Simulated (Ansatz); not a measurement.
# Na2VN2, from a guessed structure to a relaxed one, part 2 of 2

This structure for Na2VN2 is made up. Its elements were placed in a known structure type with a cell scaled to their sizes. What cell does the guess relax to, and how far off was it?

Ansatz 0.2.0; DFT, PBE, plane-wave PAW, files of the set soft_1, scalar-relativistic, ferromagnetic start, cell and ions relaxed at zero pressure; PAW set soft_1 (the session's first sound run).

So far: Set-up; Relaxation of the guess. The relaxed cell has a = 2.971, c = 8.859 Å (conventional setting).

### 3. Electronic structure of the relaxed cell

A second self-consistent run takes a narrower smearing and the mesh shown in its input; the bands follow along the standard path of the relaxed lattice.

This step: DFT, PBE, plane-wave PAW, files of the set soft_1, scalar-relativistic, no spin, bands and density of states at the relaxed cell; PAW set soft_1 (Ansatz 0.2.0).

File input.yaml:

```yaml
crystal:
  lattice:
    - [2.9711184876, 0.0, 0.0]
    - [-1.4855592438, 2.5730640879, 0.0]
    - [0.0, 0.0, 8.8594622692]
  atoms:
    - { symbol: V, position: [0.0, 0.0, 0.0] }
    - { symbol: Na, position: [0.3333333333, 0.6666666667, 0.6937633268] }
    - { symbol: Na, position: [0.6666666667, 0.3333333333, 0.3062366732] }
    - { symbol: "N", position: [0.3333333333, 0.6666666667, 0.1204535333] }
    - { symbol: "N", position: [0.6666666667, 0.3333333333, 0.8795464667] }
kpoints:
  mp_grid: { grid: [12, 12, 4] }
  band_path:
    path:
      - [[0.0, 0.0, 0.0], [0.5, 0.0, 0.0], [0.33333333, 0.33333333, 0.0], [0.0, 0.0, 0.0], [0.0, 0.0, 0.5], [0.5, 0.0, 0.5], [0.33333333, 0.33333333, 0.5], [0.0, 0.0, 0.5]]
      - [[0.5, 0.0, 0.5], [0.5, 0.0, 0.0]]
      - [[0.33333333, 0.33333333, 0.0], [0.33333333, 0.33333333, 0.5]]
    npoints: 8
scf:
  occupations: { method: fermi_dirac, width: 0.03 }
  n_extra_bands: 9
hamiltonian:
  xc: pbe
  pseudopotentials: { kind: paw, azcp: { folder: soft_1 } }
output:
  forces: true
  stress: true
  write_bands: true
  dos: { projected: true }
  write_density: true
  write_potential: true
  elf: true
  volumetric_format: npy
```

Started as:

```
ansatz run input.yaml --threads 4 --pin off --max-ram 8192MiB --backend cpu --events-out ev --progress --plain --runs-dir out
```

Numbers of over 12 decimals in the logs are rounded to 6 here.

Log:

```text
[...]
Crystal: 5 atoms, lattice volume = 67.730 Å³
Basis set: ecut = 420 eV, 1301 PW (Γ), exchange–correlation on 40×40×120 points (8 copies of the dense FFT grid, shifted against one another)
Bands: 30, of which v1, the nominal top of the filled ones, is band 21 counted from 1 (20 counted from 0)
Symmetry: 12 space group operations
[...]
k-points: 69 of 576
[...]
SCF iter   1: F=—  HF=-6656.648048 eV  |F-HF|=—  |Δ(HF+E_count)|=         —  Δρ=1.09e-1  dr2=1.04e1  ethr=3.10e-3  ⟨swp⟩=5.2  Hψ=7759  notcnv=0
[...]
SCF iter   9: F=-6655.124300 eV  HF=-6655.124300 eV  |F-HF|=2.16e-8  |Δ(HF+E_count)|=   3.14e-8  Δρ=2.63e-6  dr2=2.51e-8  ethr=2.44e-10  ⟨swp⟩=13.8  Hψ=12394  notcnv=0
SCF 1 converged in 9 iterations: F = -6655.124300 eV  dr2 = 2.51e-8
[...]
NSCF: frozen V_eff on 75 k-points
SCF converged after 9 iterations
Free energy (F): -6655.124300 eV
[...]
Internal energy: -6655.121346 eV  (E = F + TS)
E sigma→0 (E₀):  -6655.122823 eV
Entropy (-TS):   -0.002954 eV (-0.591 meV/atom)
Fermi energy:    7.975951 eV
[...]
--- Forces (eV/Å), atoms counted from 1 ---
  atom   1  V     -0.00000000     0.00000000     0.00000000
  atom   2  Na    -0.00000000     0.00000000     0.02226633
  atom   3  Na     0.00000000    -0.00000000    -0.02226633
  atom   4  N      0.00000000     0.00000000     0.04255538
  atom   5  N     -0.00000000    -0.00000000    -0.04255538
  max |Σ_I F_I| component: 1.85e-17 eV/Å
--- Stress (GPa, compression-positive) ---
       -0.041992       0.000000       0.000000
        0.000000      -0.041992      -0.000000
        0.000000      -0.000000       0.066659
  P = ⅓ Tr σ = -0.0058 GPa (-0.058 kbar)
--- Band table (eV; the first three rows and the last of 69) ---
  k-point 0: bands = [... 17 lower, 5.6684, 5.6855, 7.7657, 7.7657, 7.8063, 7.8063, 9.4020, 10.6785, ... 5 higher]
  k-point 1: bands = [... 17 lower, 4.9880, 6.5389, 7.7656, 7.7656, 7.8063, 7.8063, 9.0912, 10.6511, ... 5 higher]
  k-point 2: bands = [... 17 lower, 4.7151, 7.0764, 7.7657, 7.7657, 7.8063, 7.8063, 8.6895, 10.6325, ... 5 higher]
  k-point 68: bands = [... 17 lower, 5.0254, 5.0254, 5.4820, 8.2671, 9.2942, 9.2942, 11.7815, 11.7815, ... 5 higher]
```

Run time: 3.6 s. Hardware: 4 threads of Arm Neoverse V1, shared host; peak memory 0.43 GiB; 13 s of CPU time.

Reading the cycles: dr2 is the Hartree energy of the density residual (eV), the measure of convergence; HF is the Harris–Foulkes estimate of the energy, which meets the free energy F at convergence.

Numbers from this step:

```yaml
free_energy: -6655.1243 eV
energy_at_zero_smearing: -6655.1228 eV
smearing_term_ts: 0.002954 eV
fermi_energy: 7.976 eV
pressure: -0.005775 GPa
```

From bands.tsv, the bands that come nearest the Fermi level along the path, at its corners, in eV from the Fermi level:

| point | band 18 | band 19 | band 20 | band 21 | band 22 | band 23 | band 24 | band 25 |
| --- | --- | --- | --- | --- | --- | --- | --- | --- |
| Γ | -2.31 | -2.29 | -0.21 | -0.21 | -0.17 | -0.17 | 1.43 | 2.70 |
| M | -3.61 | -2.03 | -1.60 | -0.13 | 0.80 | 1.34 | 2.56 | 3.24 |
| K | -2.95 | -2.95 | -2.49 | 0.29 | 1.33 | 1.33 | 3.72 | 3.72 |
| Γ | -2.31 | -2.29 | -0.21 | -0.21 | -0.17 | -0.17 | 1.43 | 2.70 |
| A | -3.26 | -0.90 | -0.21 | -0.21 | -0.17 | -0.17 | 0.71 | 2.66 |
| L | -3.61 | -2.01 | -1.60 | -0.15 | 0.80 | 1.33 | 2.57 | 3.15 |
| H | -2.95 | -2.95 | -2.49 | 0.29 | 1.32 | 1.32 | 3.81 | 3.81 |
| A | -3.26 | -0.90 | -0.21 | -0.21 | -0.17 | -0.17 | 0.71 | 2.66 |
| L | -3.61 | -2.01 | -1.60 | -0.15 | 0.80 | 1.33 | 2.57 | 3.15 |
| M | -3.61 | -2.03 | -1.60 | -0.13 | 0.80 | 1.34 | 2.56 | 3.24 |
| K | -2.95 | -2.95 | -2.49 | 0.29 | 1.33 | 1.33 | 3.72 | 3.72 |
| H | -2.95 | -2.95 | -2.49 | 0.29 | 1.32 | 1.32 | 3.81 | 3.81 |

States per cell as run, both spins, in windows of 1 eV, from dos.tsv (zero at the Fermi level): Near the top, bands beyond those computed are missing, so counts there can be too low.

```
from  to  total
  -8  -7   0.00
  -7  -6   0.01
  -6  -5   1.98
  -5  -4   2.49
  -4  -3   3.25
  -3  -2   1.92
  -2  -1   2.37
  -1   0   1.00
   0   1   2.98
   1   2   3.46
   2   3   0.90
   3   4   2.48
   4   5   2.90
   5   6   0.87
```

A further 28.0 states lie below the table's range.

Electrostatic potential energy in the ac plane at fractional y = 0.333, with atoms of Na and N within 0.2 Å of it. With pseudopotentials it is smooth inside the atoms' cores, unlike the true potential.

Values in eV, 24 rows by 15 columns, each cell a mean:
```
  0  -5  -9  -9  -5   1   4   6   5   2   0   2   5   6   4
  5   4   2   2   4   5   5  -3 -18 -29 -34 -29 -18  -3   5
  8   8   8   8   8   8   4 -14 -33 -47 -48 -47 -33 -14   4
 10  10  10  10  10  10   7  -5 -22 -34 -39 -34 -22  -5   7
 10   9   9   9   9  10   9   8   3  -3  -6  -3   3   8   9
  8   7   6   6   7   8   9   9  10  10  10  10  10   9   9
  5   4   3   3   4   5   7   8   9   9   9   9   9   8   7
  5   4   3   3   4   5   6   7   8   8   9   8   8   7   6
  6   5   5   5   5   6   7   8   8   9   9   9   8   8   7
  8   8   7   7   8   8   8   9   9   9   9   9   9   9   8
  9   9   9   9   9   9  10  10  10  10  10  10  10  10  10
 10  10  10  10  10  10  10  10  10  10  10  10  10  10  10
 10  10  10  10  10  10  10   9   9   9   9   9   9   9  10
  9   9   9   9   9   9   8   7   6   6   6   6   6   7   8
  7   8   8   8   8   7   5   3  -2  -9 -12  -9  -2   3   5
  5   7   7   7   7   5   2 -11 -38 -47 -49 -47 -38 -11   2
  5   7   8   8   7   5   0 -22 -49 -49 -49 -49 -49 -22   0
  7   8   9   9   8   7   4  -6 -27 -39 -42 -39 -26  -6   4
  9  10  10  10  10   9   8   6   2  -2  -4  -2   2   6   8
 10  10   9   9  10  10  10   9   9   8   8   8   9   9  10
  9   8   7   7   8   9   9  10  10  10  10  10  10  10  10
  7   5   4   4   5   7   8   9  10  10  10  10  10   9   8
  3  -1  -3  -3  -1   3   6   8   9  10  10  10   9   8   6
 -2  -8 -12 -13  -8  -1   3   6   8   9   9   9   8   6   4
```
Columns run along a (3.0 Å; values clipped at the 3rd and 97th percentile), rows up along c (8.9 Å). Atoms in or near the plane, at fractional coordinates: Na at (0.67, 0.31), N at (0.67, 0.88).

ELF in the ac plane at fractional y = 0.333, with atoms of Na and N within 0.2 Å of it. It is the smooth field of the valence electrons, not physical close to the nuclei.

Ten even steps from '0' (0.02) to '9' (0.84), each cell a mean:
```
111111257888752
310013799767997
631136997303799
631136999757999
310013799999997
000000257888752
001100002444200
012210000111000
000000001121100
000000123444321
433334567777765
777777777777777
677776532222235
235532000000000
001100013454310
000000266555662
000000366424663
001100146666641
145541001232100
578875310000013
788887520000025
566665421000124
222222111111111
011110012343210
```
Columns run along a (3.0 Å), rows up along c (8.9 Å). Atoms in or near the plane, at fractional coordinates: Na at (0.67, 0.31), N at (0.67, 0.88).

Valence density in the ac plane at fractional y = 0.333, with atoms of Na and N within 0.2 Å of it. It is the smooth field of the valence electrons, not physical close to the nuclei.

Ten steps, logarithmic in the rise over the least value, from '_' (0 e/Å³) to '@' (23 e/Å³), each cell a mean:
```
::::::::::::::::::------::::::
::........::::--==++++++==--::
::........::--==++++++++++==--
....____....::--++++++++==--::
..________....::----==----::..
______________..............__
____....______________________
____....______________________
______________________________
______________________________
______________________________
______________________________
______________________________
______________________________
______________..::--==--::..__
____________..--**%%%%%%**--..
____________..==##@@@@@@##==..
____________..::++######++::..
____....________..::::::..____
..............______________..
..::::::::....______________..
::::::::::::....__________....
::::::::::::....__________....
..::::::::::..................
```
Columns run along a (3.0 Å), rows up along c (8.9 Å). Atoms in or near the plane, at fractional coordinates: Na at (0.67, 0.31), N at (0.67, 0.88).

### 4. Outcome

```
space group, relaxed : P-3m1
conventional cell    : a = 2.971, b = 2.971, c = 8.859 Å; α = 90.0°, β = 90.0°, γ = 120.0°
volume per atom      : 13.55 Å³ (guess 16.70)
total moment         : 0.00 μB in the cell of 5 atoms
```

**Reading.** Na2VN2 relaxes to P-3m1 with a = 2.971, b = 2.971 and c = 8.859 Å. The guessed volume was 23 % too large. The space group P-3m1 was held in the relaxation, so the end point is a stationary structure within it and may be a saddle against distortions or other arrangements. The moments died out from this one start and weren't seeded again at the relaxed cell. Bands cross the Fermi level, so it is a metal or semimetal at this level. The electron count is odd, which forces that without spin polarisation or a larger cell. On the 12×12×4 mesh with the narrower smearing (relaxed on 9×9×3) the largest force component is 0.043 eV/Å and the largest stress component is 0.067 GPa, against the relaxation's thresholds of 0.015 eV/Å and 0.05 GPa. The cutoff wasn't tested. A vector of the cell changed its length by 10 %, more than the volume shows. No dispersion term is used, so weakly bound directions may come out too long. Nothing here tests whether the compound is stable against decomposition.

[Logs are printed without paths, hosts, clocks, repeated set-up lines and the standing remarks that a program may print on its own settings, such as how far it seeks lower states.]

[Hosts, paths, dates, database ids (printed as entryN), source tags and the programs' standing remarks are cut or masked in the printed files.]
